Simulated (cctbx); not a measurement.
## Which space group?

Cell: a = 6.7600 Å, b = 7.0100 Å, c = 7.0600 Å, α = 90.00°, β = 114.41°, γ = 90.00°. Expected content of the cell: W4 Sb8.

The data are simulated with cctbx, not measured: Mo Kα, λ = 0.71073 Å, to d = 0.84 Å, 80 % of the full sphere, strongest reflection 70000 counts, noise from counting, a 3 % proportional error and a noise floor of 15 counts (s.d.); no absorption.

A first pass over the reflections prints:

```text
1724 reflections to d = 0.841 A
centring   violations  <I/sigma> of those
    A        658 of   855     17.0
    B        728 of   857     20.6
    C        760 of   862     22.8
    I        745 of   872     21.6
    R        969 of  1139     21.3
    F       1073 of  1287     20.2
Laue class    unique    Rint  (classes that these axes allow; Friedel mates merged)
P -1             1025   0.018
P 1 2/m 1         580   0.021
space group    extra absences  I>4sigma  <I/sigma>
P 1 2 1                 0          0         -  acentric
P 1 21 1                7          0       0.6  acentric
P 1 m 1                 0          0         -  acentric
P 1 c 1                76          0      -0.0  acentric
P 1 2/m 1               0          0         -  centric
P 1 21/m 1              7          0       0.6  centric
P 1 2/c 1              76          0      -0.0  centric
P 1 21/c 1             83          0       0.0  centric
Wilson B = 0.23 A^2   <|E^2-1|> = 0.965 (0.968 centric, 0.736 acentric)   E^2>4: 5.1 %
shell (A)         n   <I/sigma>
 7.01 - 1.68     80     28.3
 1.68 - 1.33     73     37.0
 1.33 - 1.17     71     35.9
 1.17 - 1.06     70     36.4
 1.06 - 0.98     69     32.5
 0.98 - 0.93     72     31.0
 0.93 - 0.88     70     37.7
 0.88 - 0.84     75     30.2
```

Q: Read the symmetry from these tables.

Every centring test has many violations, so the lattice is primitive.

Rint stays low (0.018 to 0.021) up to P 1 2/m 1, the highest class in these axes.

8 settings pass the absence test. The most absences obeyed, 83, belong to P 1 21/c 1 alone.

⟨|E²−1|⟩ = 0.965 leans to a centrosymmetric structure. The Wilson B of 0.23 Å² means U ≈ 0.0029 Å².

The true group is P2_1/c (no. 14), Laue class 2/m, centrosymmetric. The tables fix it.

The model is made up (kin elements in a known structure type, no relaxation), so it says nothing on whether the phase exists.

[Logs are printed without paths, hosts, clocks, repeated set-up lines and the standing remarks that a program may print on its own settings, such as how far it seeks lower states.]
